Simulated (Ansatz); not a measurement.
# Glassy 77ZrO2-23SiO2 (mol %) (90 atoms) under strain: runs compared

How stiff is glassy 77ZrO2-23SiO2 (mol %) (90 atoms), and how do its levels respond to strain?

Computed with Ansatz 0.2.0: Kohn-Sham DFT, PBE, PAW (set soft_2), plane waves.

**1. The cell as built**

The cell holds 90 atoms: 23 Zr, 7 Si and 60 O. Cell: a = 10.551 Å, b = 10.551 Å, c = 10.551 Å, α = 90.0°, β = 90.0°, γ = 90.0°. 90 atoms (23 Zr, 7 Si, 60 O) placed at random at 4.39 g/cm³, melted at 4000 K for 10 ps at fixed volume with the Morse and Coulomb pair potential with partial charges (Pedone, Malavasi, Menziani, Cormack and Segre, J. Phys. Chem. B 110, 11780 (2006)). Quenched from 1800 K to 300 K at 50 K/ps and fixed volume, held 10 ps at zero pressure, then minimised at fixed cell.

Limits known from the start: The quench rate of 50 K/ps is many orders above laboratory rates, so the cell is likely richer in defects and strain than a real sample. The starting topology of bonds comes from the classical model, and needn't be the one that DFT or experiment would give. Only the Γ point is sampled.

**2. The reference run**

The reference is a single point at the end of the relaxation.

Every strained cell starts from the geometry of this run, and its atoms are relaxed with the cell held.

Its input, with most atom lines left out:

```yaml
crystal:
  lattice:
    - [10.90411, 0.10028, 0.19966]
    - [0.10028, 10.60006, 0.10121]
    - [0.19966, 0.10121, 10.52396]
  atoms:
    - { symbol: Zr, position: [0.12796, 0.68094, 0.20215] }
    - { symbol: Zr, position: [0.96595, 0.20226, 0.31936] }
    - { symbol: Zr, position: [0.28642, 0.51553, 0.49946] }
    - { symbol: Zr, position: [0.4323, 0.67196, 0.27628] }
    - { symbol: Zr, position: [0.07985, 0.99276, 0.10875] }
    - { symbol: Zr, position: [0.64462, 0.58881, 0.51764] }
    - { symbol: Zr, position: [0.39331, 0.63261, 0.75903] }
    [... atom lines 8 to 90 left out ...]
kpoints:
  mp_grid: { grid: [1, 1, 1] }
hamiltonian:
  xc: pbe
scf:
  occupations: { method: fermi_dirac, width: 0.05 }
output:
  forces: true
  stress: true
  populations: true
  dos:
    method: { smearing: { sigma: 0.08 } }
    de: 0.1
    projected: { site_lists: { O: [O], Si: [Si], Zr: [Zr] } }
  eigenvalues: true
  write_density: true
  write_potential: true
  volumetric_format: npy
```

```
free energy per atom   : -1498.4277 eV/atom
r.m.s. force component : 0.00342 eV/Å
pressure               : 0.01156 GPa
```

Filled and empty levels are parted by 3.73 eV (at Γ alone); a semilocal functional tends to put such gaps too low. In a disordered cell it changes from sample to sample, and tail or defect levels can set it.

**3. The runs**

Each row is one run, on 4 threads of Intel Xeon 6975P-C (Granite Rapids), shared host. The free energy is the program's total, comparable only between runs with the same functional, potentials and atoms.

| run | atoms | outcome | ionic steps, all passes | free energy (eV) | time | host memory (GiB) |
| --- | --- | --- | --- | --- | --- | --- |
| Single point at the start | 90 | converged | - | -134854.384 | 6.8 s | 1.7 |
| Cell and atoms relaxed | 90 | converged | 20 | -134858.495 | 2.2 min | 1.8 |
| Single point at the relaxed geometry | 90 | converged | - | -134858.495 | 11 s | 1.8 |
| Volume -3 % | 90 | converged | 8 | -134858.245 | 60 s | 1.7 |
| Volume +3 % | 90 | converged | 7 | -134858.246 | 50 s | 1.8 |
| Volume -6 % | 90 | converged | 9 | -134857.558 | 63 s | 1.7 |
| Volume +6 % | 90 | converged | 8 | -134857.572 | 63 s | 1.8 |
| Volume -10 % | 90 | converged | 12 | -134856.054 | 86 s | 1.6 |
| Stretched by 1 % along x | 90 | converged | 6 | -134858.465 | 46 s | 1.8 |
| Compressed by 1 % along x | 90 | converged | 9 | -134858.459 | 68 s | 1.7 |
| Sheared by 2 % in xy | 90 | converged | 5 | -134858.420 | 39 s | 1.7 |

In some runs the program notes that the SCF threshold is loose for the stress.

**4. Pressure against volume**

Atoms are relaxed at each volume, in the scaled cell.

```csv
volume change (%),volume (Å³/atom),energy change (meV/atom),pressure (GPa),largest move on relaxing (Å),bonds,gap (eV)
-10,12.158,27.12,7.04,1.08,182,3.41
-6,12.698,10.40,3.90,0.53,178,3.66
-3,13.103,2.78,2.15,0.19,174,3.73
+0,13.509,0.00,0.01,-,171,3.73
+3,13.914,2.76,-2.13,0.16,170,3.68
+6,14.319,10.26,-3.87,0.40,169,3.59
```

**5. Uniaxial strain and shear**

Stress (GPa, compression positive) less that of the relaxed cell, atoms relaxed:

| strain | xx | yy | zz | xy | energy change (meV/atom) |
| --- | --- | --- | --- | --- | --- |
| stretched by 1 % along x | -0.888 | -0.435 | -0.572 | -0.026 | 0.34 |
| compressed by 1 % along x | 0.790 | 0.464 | 0.524 | -0.001 | 0.40 |
| sheared by 2 % in xy | 0.014 | 0.086 | 0.153 | -0.948 | 0.83 |

**6. What came out**

The bulk modulus, from the slope of pressure against ln V over the three points nearest the relaxed volume, is 71.3 GPa; between neighbouring points the slope runs 72, 56, 70, 72 and 61 GPa from the smallest volume up, without a steady fall, so no pressure derivative is given. The count of bonds runs from 169 to 182 over the series, so at some points contacts cross the cutoffs. At -10 % and -6 % some atom moved by over 0.5 Å on relaxing, so those points may sit in another local minimum. The gap goes from 3.41 eV at the smallest volume to 3.59 eV at the largest, not monotonically (lowest 3.41, highest 3.73 eV), on the run's k-points. In the Cartesian axes of the cell, finite differences give C11 = 83.9, C12 = 45.0, C13 = 54.8 and C66 = 47.4 GPa (the shear of 2 % is the engineering strain, εxy = 0.01). The mean of C11, C12 and C13, which equals the bulk modulus in a cubic or isotropic solid, is 61.2 GPa: it lies 14 % under the bulk modulus from the volumes. For an isotropic solid C66 would equal (C11 − C12)/2 = 19.5 GPa; so small a sample needn't be isotropic, and C66 rests on one shear. The two differ too much for isotropic moduli to be formed.

**Limits.** Strains are finite and relaxations stop at the force tolerance of the input, which can leave moduli too stiff; they are those of a static cell at zero temperature. Volumes are changed with the cell's shape held, so in an anisotropic solid the modulus lies over the one under free hydrostatic load. The program notes that the SCF threshold of the relaxations is loose for the stress.

The DFT runs together took 10 min of wall time.

[Logs are printed without paths, hosts, clocks, repeated set-up lines and the standing remarks that a program may print on its own settings, such as how far it seeks lower states.]

[Hosts, paths, dates, database ids (printed as entryN), source tags and the programs' standing remarks are cut or masked in the printed files.]
